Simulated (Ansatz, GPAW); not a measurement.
# Optical response of NaCaF3 (model structure), part 2 of 3

Aim: the dielectric function of NaCaF3 (model structure), and the optical constants that follow from it. The structure is a model built here, which may or may not match a known phase. It was built so: All K replaced by Na in the Pm-3m structure of KCaF3. The cell is first relaxed with Ansatz.

GPAW 26.7.0; DFT, PBE, plane-wave PAW (GPAW data sets), scalar-relativistic, RPA, optical limit.

So far: Set-up; Relaxation.

## 3. Ground state

The self-consistent density comes first; it also tells whether there is a gap, which decides the occupations and the need for a Drude term.

This step: DFT, PBE, plane-wave PAW (GPAW data sets), scalar-relativistic, ground state (GPAW 26.7.0).

Contents of gs.py:

```python
from ase import Atoms
from ase.dft.bandgap import bandgap
from gpaw import GPAW, PW, FermiDirac

atoms = Atoms(['Ca', 'Na', 'F', 'F', 'F'],
              cell=[[4.429941717200, 0.000000000000, 0.000000000000],
                    [0.000000000000, 4.429941717200, 0.000000000000],
                    [0.000000000000, 0.000000000000, 4.429941717200]],
              scaled_positions=[[1.000000000000, 1.000000000000, 0.000000000000],
                                [0.500000000000, 0.500000000000, 0.500000000000],
                                [0.500000000000, 0.000000000000, 0.000000000000],
                                [0.000000000000, 1.000000000000, 0.500000000000],
                                [1.000000000000, 0.500000000000, 1.000000000000]],
              pbc=[True, True, True])
atoms.calc = GPAW(mode=PW(400), xc='PBE', kpts={'size': (5, 5, 5), 'gamma': True},
                  occupations=FermiDirac(0.05), maxiter=150, txt='gs.txt')
print('energy (eV)', atoms.get_potential_energy())
print('Fermi level (eV)', atoms.calc.get_fermi_level())
print('valence electrons', atoms.calc.get_number_of_electrons())
print('gap (eV)', bandgap(atoms.calc, output=None)[0])
print('direct gap (eV)', bandgap(atoms.calc, direct=True, output=None)[0])
atoms.calc.write('gs.gpw')
```

Run with:

```
> OMP_NUM_THREADS=1 python gs.py
```

Numbers of over 12 decimals in the logs are rounded to 6 here.

The program printed:

```text
__  _  _
 | _ |_)|_||  |
 |__||  | ||/\| - 26.7.0

Versions:
  Python: 3.12.14
  ASE:    3.29.0
  Numpy:  2.5.5
  Scipy:  1.18.1
  Libxc:  7.0.0

Input parameters:
  mode=PW(ecut=400.0),
  kpts=MonkhorstPack(size=(5, 5, 5), gamma=True),
  maxiter=150,
  occupations=Occupations(name='fermi-dirac', width=0.05, fixmagmom=False),
  xc=XC(name='PBE')

Diagonalizing LCAO Hamiltonian
Converting LCAO to pw mode
    .----------.
   /|          |
  / |          |
 *  |          |
 |  |   Na     |
 |  .----------.
 F F          /
 |/          /
 Ca----F----*

Atoms  # Å, Bohr magnetons
|   | symbol |        x |        y |        z |    initial magnetic moments |
| 0 |     Ca | 4.429942 | 4.429942 | 0.000000 | ( 0.0000,  0.0000,  0.0000) |
| 1 |     Na | 2.214971 | 2.214971 | 2.214971 | ( 0.0000,  0.0000,  0.0000) |
| 2 |      F | 2.214971 | 0.000000 | 0.000000 | ( 0.0000,  0.0000,  0.0000) |
| 3 |      F | 0.000000 | 4.429942 | 2.214971 | ( 0.0000,  0.0000,  0.0000) |
| 4 |      F | 4.429942 | 2.214971 | 4.429942 | ( 0.0000,  0.0000,  0.0000) |

Unit cell  # Å
| periodic |        x |        y |        z |  lengths |    angles |
|      yes | 4.429942 | 0.000000 | 0.000000 | 4.429942 | 90.000000 |
|      yes | 0.000000 | 4.429942 | 0.000000 | 4.429942 | 90.000000 |
|      yes | 0.000000 | 0.000000 | 4.429942 | 4.429942 | 90.000000 |

Number of symmetries: 48
Symmetry operations  # r_c * U_cc + t_c -> r_c
|    | kind |            matrix            |
|  0 |  E   |  1, 0, 0,  0, 1, 0,  0, 0, 1 |
|  1 |  σ   |  1, 0, 0,  0, 1, 0,  0, 0,-1 |
|  2 |  σ   |  1, 0, 0,  0, 0, 1,  0, 1, 0 |
|  3 |  C4  |  1, 0, 0,  0, 0, 1,  0,-1, 0 |
|  4 |  C4  |  1, 0, 0,  0, 0,-1,  0, 1, 0 |
|  5 |  σ   |  1, 0, 0,  0, 0,-1,  0,-1, 0 |
|  6 |  σ   |  1, 0, 0,  0,-1, 0,  0, 0, 1 |
|  7 |  C2  |  1, 0, 0,  0,-1, 0,  0, 0,-1 |
|  8 |  σ   |  0, 1, 0,  1, 0, 0,  0, 0, 1 |
|  9 |  C2  |  0, 1, 0,  1, 0, 0,  0, 0,-1 |
| 10 |  C3  |  0, 1, 0,  0, 0, 1,  1, 0, 0 |
| 11 |  S6  |  0, 1, 0,  0, 0, 1, -1, 0, 0 |
| 12 |  S6  |  0, 1, 0,  0, 0,-1,  1, 0, 0 |
| 13 |  C3  |  0, 1, 0,  0, 0,-1, -1, 0, 0 |
| 14 |  C4  |  0, 1, 0, -1, 0, 0,  0, 0, 1 |
| 15 |  S4  |  0, 1, 0, -1, 0, 0,  0, 0,-1 |
| 16 |  C3  |  0, 0, 1,  1, 0, 0,  0, 1, 0 |
| 17 |  S6  |  0, 0, 1,  1, 0, 0,  0,-1, 0 |
| 18 |  σ   |  0, 0, 1,  0, 1, 0,  1, 0, 0 |
| 19 |  C4  |  0, 0, 1,  0, 1, 0, -1, 0, 0 |
| 20 |  C2  |  0, 0, 1,  0,-1, 0,  1, 0, 0 |
| 21 |  S4  |  0, 0, 1,  0,-1, 0, -1, 0, 0 |
| 22 |  S6  |  0, 0, 1, -1, 0, 0,  0, 1, 0 |
| 23 |  C3  |  0, 0, 1, -1, 0, 0,  0,-1, 0 |
| 24 |  S6  |  0, 0,-1,  1, 0, 0,  0, 1, 0 |
| 25 |  C3  |  0, 0,-1,  1, 0, 0,  0,-1, 0 |
| 26 |  C4  |  0, 0,-1,  0, 1, 0,  1, 0, 0 |
| 27 |  σ   |  0, 0,-1,  0, 1, 0, -1, 0, 0 |
| 28 |  S4  |  0, 0,-1,  0,-1, 0,  1, 0, 0 |
| 29 |  C2  |  0, 0,-1,  0,-1, 0, -1, 0, 0 |
| 30 |  C3  |  0, 0,-1, -1, 0, 0,  0, 1, 0 |
| 31 |  S6  |  0, 0,-1, -1, 0, 0,  0,-1, 0 |
| 32 |  C4  |  0,-1, 0,  1, 0, 0,  0, 0, 1 |
| 33 |  S4  |  0,-1, 0,  1, 0, 0,  0, 0,-1 |
| 34 |  S6  |  0,-1, 0,  0, 0, 1,  1, 0, 0 |
| 35 |  C3  |  0,-1, 0,  0, 0, 1, -1, 0, 0 |
| 36 |  C3  |  0,-1, 0,  0, 0,-1,  1, 0, 0 |
| 37 |  S6  |  0,-1, 0,  0, 0,-1, -1, 0, 0 |
| 38 |  σ   |  0,-1, 0, -1, 0, 0,  0, 0, 1 |
| 39 |  C2  |  0,-1, 0, -1, 0, 0,  0, 0,-1 |
| 40 |  σ   | -1, 0, 0,  0, 1, 0,  0, 0, 1 |
| 41 |  C2  | -1, 0, 0,  0, 1, 0,  0, 0,-1 |
| 42 |  C2  | -1, 0, 0,  0, 0, 1,  0, 1, 0 |
| 43 |  S4  | -1, 0, 0,  0, 0, 1,  0,-1, 0 |
| 44 |  S4  | -1, 0, 0,  0, 0,-1,  0, 1, 0 |
| 45 |  C2  | -1, 0, 0,  0, 0,-1,  0,-1, 0 |
| 46 |  C2  | -1, 0, 0,  0,-1, 0,  0, 0, 1 |
| 47 |  i   | -1, 0, 0,  0,-1, 0,  0, 0,-1 |

BZ-sampling:
  Number of BZ points: 125
  Number of IBZ points: 10

  Monkhorst-Pack size: [5, 5, 5]
  Monkhorst-Pack shift: [0, 0, 0]

K-points  # in reciprocal-cell coordinates
|   |                                coordinates |     weight |
| 0 | (  0.00000000,   0.00000000,   0.00000000) | 0.00800000 |
| 1 | (  0.20000000,   0.00000000,   0.00000000) | 0.04800000 |
| 2 | (  0.20000000,   0.20000000,   0.00000000) | 0.09600000 |
| 3 | (  0.20000000,   0.20000000,   0.20000000) | 0.06400000 |
| 4 | (  0.40000000,   0.00000000,   0.00000000) | 0.04800000 |
| 5 | (  0.40000000,   0.20000000,   0.00000000) | 0.19200000 |
| 6 | (  0.40000000,   0.20000000,   0.20000000) | 0.19200000 |
| 7 | (  0.40000000,   0.40000000,   0.00000000) | 0.09600000 |
| 8 | (  0.40000000,   0.40000000,   0.20000000) | 0.19200000 |
| 9 | (  0.40000000,   0.40000000,   0.40000000) | 0.06400000 |

Plane wave coefficients: 1594
Cutoff: 400.0 eV

Spin-components: 1 (collinear spins)
Bands:           24
Projectors:      25
Spin-degeneracy: 2
Datatype:        complex128

Parallelization:
  kpt:    1
  domain: 1
  band:   1

Density:
  Valence electrons: 38.0
  Components: 1
  Grid points: [21 21 21]
  Charge: 0.0  # |e|

Potential:
  Grid points: [21 21 21]

species:
  Ca:
    name:    Calcium
    id:
    Z:       20.0
    valence: 10
    core:    10
    charge:  0.0  # [|e|]
    compensation charges:
      type: gauss
      rc: 0.37  # [Å]
      lmax: 2
    cutoffs:
      filter: 2.10  # [Å]
      core: 1.17  # [Å]
    projectors
    | kind |    occ | energy [eV] | rcut [Å] |
    |   3s |  2.000 |     -47.086 |    1.175 |
    |   4s |  2.000 |      -3.766 |    1.175 |
    |   3p |  6.000 |     -28.008 |    1.154 |
    |    p |        |      -0.797 |    1.154 |
    |    d |        |       0.000 |    0.937 |

    Using partial waves for Ca as LCAO basis

  Na:
    name:    Sodium
    id:
    Z:       11.0
    valence: 7
    core:    4
    charge:  0.0  # [|e|]
    compensation charges:
      type: gauss
      rc: 0.37  # [Å]
      lmax: 2
    cutoffs:
      filter: 2.17  # [Å]
      core: 2.59  # [Å]
    projectors
    | kind |    occ | energy [eV] | rcut [Å] |
    |   3s |  1.000 |      -2.744 |    1.201 |
    |   2p |  6.000 |     -28.672 |    1.217 |
    |   3p |  0.000 |      -0.743 |    1.217 |
    |    s |        |      24.468 |    1.201 |
    |    d |        |       0.000 |    1.238 |

    Using partial waves for Na as LCAO basis

  F:
    name:    Fluorine
    id:
    Z:       9.0
    valence: 7
    core:    2
    charge:  0.0  # [|e|]
    compensation charges:
      type: gauss
      rc: 0.20  # [Å]
      lmax: 2
    cutoffs:
      filter: 1.14  # [Å]
      core: 0.74  # [Å]
    projectors
    | kind |    occ | energy [eV] | rcut [Å] |
    |   2s |  2.000 |     -29.898 |    0.635 |
    |   2p |  5.000 |     -11.110 |    0.635 |
    |    s |        |      -2.687 |    0.635 |
    |    p |        |      16.102 |    0.635 |
    |    d |        |       0.000 |    0.635 |

    Using partial waves for F as LCAO basis

Reference energy: -31071.722086  # eV

eigensolver:
  PPCG
  Converge bands: occupied
  niter=2

density mixing:
  MSR1-Mixer
  Pratt-step length: 0.05
  Maximum mixing coefficient: 0.75
  Old densities: 10
  SVD Regularization: 0.005
  Good broyden scale: 1.0
  Trust region scale: 1.0
  Backstep threshold: 4.0
  History deletion threshold: 6.0
  Fourier metric: weight=20.0, sigma=0.015

occupation numbers:
  Fermi-Dirac:
    width: 0.0500  # eV

poisson solver:
  ecut: 3200.0  # eV

xc functional:
  name: PBE with 2 nearest neighbor stencil

convergence criteria:
- Maximum [total energy] change in last 3 cyles: 0.0005 eV / valence electron
- Maximum integral of absolute [dens]ity change: 0.0001 electrons / valence electron
- Maximum integral of absolute [eigenst]ate change: 4e-08 eV^2 / valence electron
maximum number of iterations: 150

SCF iterations
|iter     |      energy | eigst |  dens |
|iter:   1||  -23.279551 | -0.10 |       |
|iter:   2||  -22.924734 | -2.05 | -1.11 |
|iter:   3||  -21.705533 | -0.98 | -1.15 |
|iter:   4||  -21.648867 | -2.55 | -1.51 |
|iter:   5||  -21.641671 | -2.88 | -1.86 |
|iter:   6||  -21.642068c| -4.59 | -2.82 |
|iter:   7||  -21.642178c| -5.80 | -3.25 |
|iter:   8||  -21.642191c| -6.61 | -3.73 |
|iter:   9||  -21.642191c| -7.55c| -4.85c|

Converged in 9 steps
SCF loop duration: 7.352 s (0.817 s/step)
Energy contributions relative to reference atoms: (reference = -31071.722086)

Energy contributions:
  Kinetic:           7.185428
  Coulomb:          -3.278483
  Zero:             -0.105819
  External:          0.000000
  Xc:              -25.443317
  Entropy:          -0.000000
  Spinorbit:         0.000000
  ----------------------------
  Free energy:     -21.642191
  Extrapolated:    -21.642191

dipole moment: (-41.232970, -41.232970, -41.232970)  # |e|*Ang

Fermi level: -0.539
Eigenvalues  # (at kpt = [0.000, 0.000, 0.000])
| band index |      eig [eV] | occ [0-2] |
|          0 |       -36.879 |     2.000 |
|        ... |               |           |
|         11 |        -2.560 |     2.000 |
|         12 |        -2.560 |     2.000 |
|         13 |        -1.992 |     2.000 |
|         14 |        -1.992 |     2.000 |
|         15 |        -1.992 |     2.000 |
|         16 |        -1.816 |     2.000 |
|         17 |        -1.816 |     2.000 |
|         18 |        -1.816 |     2.000 |
|         19 |         3.288 |     0.000 |
|         20 |         8.930 |     0.000 |
|         21 |        11.093 |     0.000 |
|         22 |        11.093 |     0.000 |
|         23 |        11.093 |     0.000 |

Gap: 4.937 eV
Transition (v -> c):
  (s=0, k=9, n=18, [0.40, 0.40, 0.40]) -> (s=0, k=0, n=19, [0.00, 0.00, 0.00])
Direct/indirect transitions are different
Direct gap: 5.104 eV
Transition at: (s=0, k=0, n=18, [0.00, 0.00, 0.00])

--- standard output ---
energy (eV) -21.642191
Fermi level (eV) -0.538569
valence electrons 38.0
gap (eV) 4.937091
direct gap (eV) 5.104348
```

The job ended after 9.7 s (1 thread of Intel Xeon Platinum 8259CL at 2.50GHz (Skylake/Cascade Lake), shared host; peak memory 0.15 GiB).

This step gave:

* energy: -21.64 eV
* Fermi energy: -0.5386 eV
* gap on the k-mesh: 4.937 eV
* direct gap on the mesh: 5.104 eV
* electrons: 38

There is a gap, 4.94 eV on this mesh (points off the mesh can give less), so no carriers' term is needed.

## 4. Bands for the response

At the fixed density, many empty bands are solved on the mesh of the response, since the spectrum sums over them.

This step: DFT, PBE, plane-wave PAW (GPAW data sets), scalar-relativistic, bands at fixed density (GPAW 26.7.0).

Contents of nscf.py:

```python
from ase.dft.bandgap import bandgap
from gpaw import GPAW, FermiDirac

calc = GPAW('gs.gpw').fixed_density(kpts={'size': (6, 6, 6), 'gamma': True}, nbands=55, convergence={'bands': 49},
                                    occupations=FermiDirac(0.001), txt='nscf.txt')
print('gap (eV)', bandgap(calc, output=None)[0])
print('direct gap (eV)', bandgap(calc, direct=True, output=None)[0])
print('top band over the Fermi level (eV)', min(calc.get_eigenvalues(kpt=k)[48] for k in range(len(calc.get_ibz_k_points()))) - calc.get_fermi_level())
calc.write('full.gpw', mode='all')
```

Run with:

```
> OMP_NUM_THREADS=1 python nscf.py
```

The program printed:

```text
Diagonalizing LCAO Hamiltonian
Converting LCAO to pw mode
convergence criteria:
- Maximum integral of absolute [eigenst]ate change: 4e-08 eV^2 / valence electron
maximum number of iterations: 150

SCF iterations
|iter     |      energy | eigst |  dens |
|iter:   1||             | +3.22 |       |
|iter:   2||             | +1.91 |       |
|iter:   3||             | +0.76 |       |
|iter:   4||             | -0.56 |       |
|iter:   5||             | -1.53 |       |
|iter:   6||             | -2.59 |       |
|iter:   7||             | -3.42 |       |
|iter:   8||             | -4.44 |       |
|iter:   9||             | -5.27 |       |
|iter:  10||             | -6.28 |       |
|iter:  11||             | -7.07 |       |
|iter:  12||             | -7.42c|       |
SCF steps: 12
  __  _  _
 | _ |_)|_||  |
 |__||  | ||/\| - 26.7.0

Versions:
  Python: 3.12.14
  ASE:    3.29.0
  Numpy:  2.5.5
  Scipy:  1.18.1
  Libxc:  7.0.0

Input parameters:
  mode=PW(ecut=400.0),
  convergence={'bands': 49},
  gpts=array([21, 21, 21]),
  kpts=MonkhorstPack(size=(6, 6, 6), gamma=True),
  maxiter=150,
  nbands=55,
  occupations=Occupations(name='fermi-dirac', width=0.001, fixmagmom=False),
  parallel={},
  xc=XC(name='PBE')

--- standard output ---
gap (eV) 4.890094
direct gap (eV) 5.104348
top band over the Fermi level (eV) 26.766901
```

The job ended after 39 s (1 thread; peak memory 0.18 GiB).

Numbers from this step:

| Item | Value |
| --- | --- |
| gap on the k-mesh | 4.890 eV |

(Continued in part 3 of 3.)

[Machine, clock and banner lines and Python warnings are left out of the logs.]

[Logs are printed without paths, hosts, clocks, repeated set-up lines and the standing remarks that a program may print on its own settings, such as how far it seeks lower states.]

[Hosts, paths, dates, database ids (printed as entryN), source tags and the programs' standing remarks are cut or masked in the printed files.]
